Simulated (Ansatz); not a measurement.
Al (Fm-3m): the Drude term of Re ε in the infrared

Re ε of Al (Fm-3m) at low photon energies is read from one computed spectrum; the carriers' damping was typed as γ = 0.1 eV.

Symmetry: Fm-3m, No. 225, cubic system. Conventional cell: a = 4.050 Å, b = 4.050 Å, c = 4.050 Å, α = 90.00°, β = 90.00°, γ = 90.00°. Al on site a is surrounded by 12 Al at 2.86 Å.

Method: Ansatz 0.2.0, PBE, independent particles, k-mesh 14×14×14 with interpolation inside its cells, Gaussian parameter 0.1 eV.

Launch of the response step: `ansatz run input.yaml --threads 4 --pin off --max-ram 8192MiB --backend cpu --events-out ev --progress --plain --runs-dir out`. The run took 4 s, on 4 threads of Intel(R) Xeon(R) Platinum 8375C CPU @ 2.90GHz (Ice Lake), with other jobs on the host.

```tsv
photon energy E (eV)	wavelength (µm)	Re ε
0.25	4.96	-2045.7
0.30	4.13	?
0.35	3.54	-1074.6
0.40	3.10	-839.1
0.50	2.48	-602.8
0.60	2.07	-444.5
0.70	1.77	-324.2
```

A Drude term over a constant background gives Re ε = ε_b − ωp²/(E² + γ²), linear in 1/(E² + γ²).

Working, on the rows shown:

| x = 1/(E² + γ²) (eV⁻²) | y = Re ε |
| --- | --- |
| 13.7931 | -2045.7 |
| 7.54717 | -1074.6 |
| 5.88235 | -839.1 |
| 3.84615 | -602.8 |
| 2.7027 | -444.5 |
| 2 | -324.2 |

Means: x̄ = 5.9619, ȳ = -888.48. Σ(x − x̄)(y − ȳ) = -13650, Σ(x − x̄)² = 94.64. Slope = -13650 / 94.64 = -144.2; intercept = ȳ − slope · x̄ = -28.712. The line misses the rows shown by at most 42.

**Question.** What does the fit predict for the withheld row, and how well does it do?

**Answer.** At x = 10 the line gives y = -1470.8. The run gave -1452.2, so the interpolation is off by 19, 1.1 % of the range in the table.

Refitted with all rows, the slope is -143.6 and the intercept -29.931. These give ωp = √(−slope) = 11.98 eV, against 12.46 eV from the program's Fermi-surface sum, and an intercept of -29.9. Taking the program's Drude term off the rows leaves 95 at the lowest energy and -14 at the highest, so the background isn't constant: interband transitions lie in or near the window, and neither fitted number can be trusted. The values come from a sum over the points of one k-mesh and carry its error, which is largest for Fermi-surface quantities.

[Logs are printed without paths, hosts, clocks, repeated set-up lines and the standing remarks that a program may print on its own settings, such as how far it seeks lower states.]
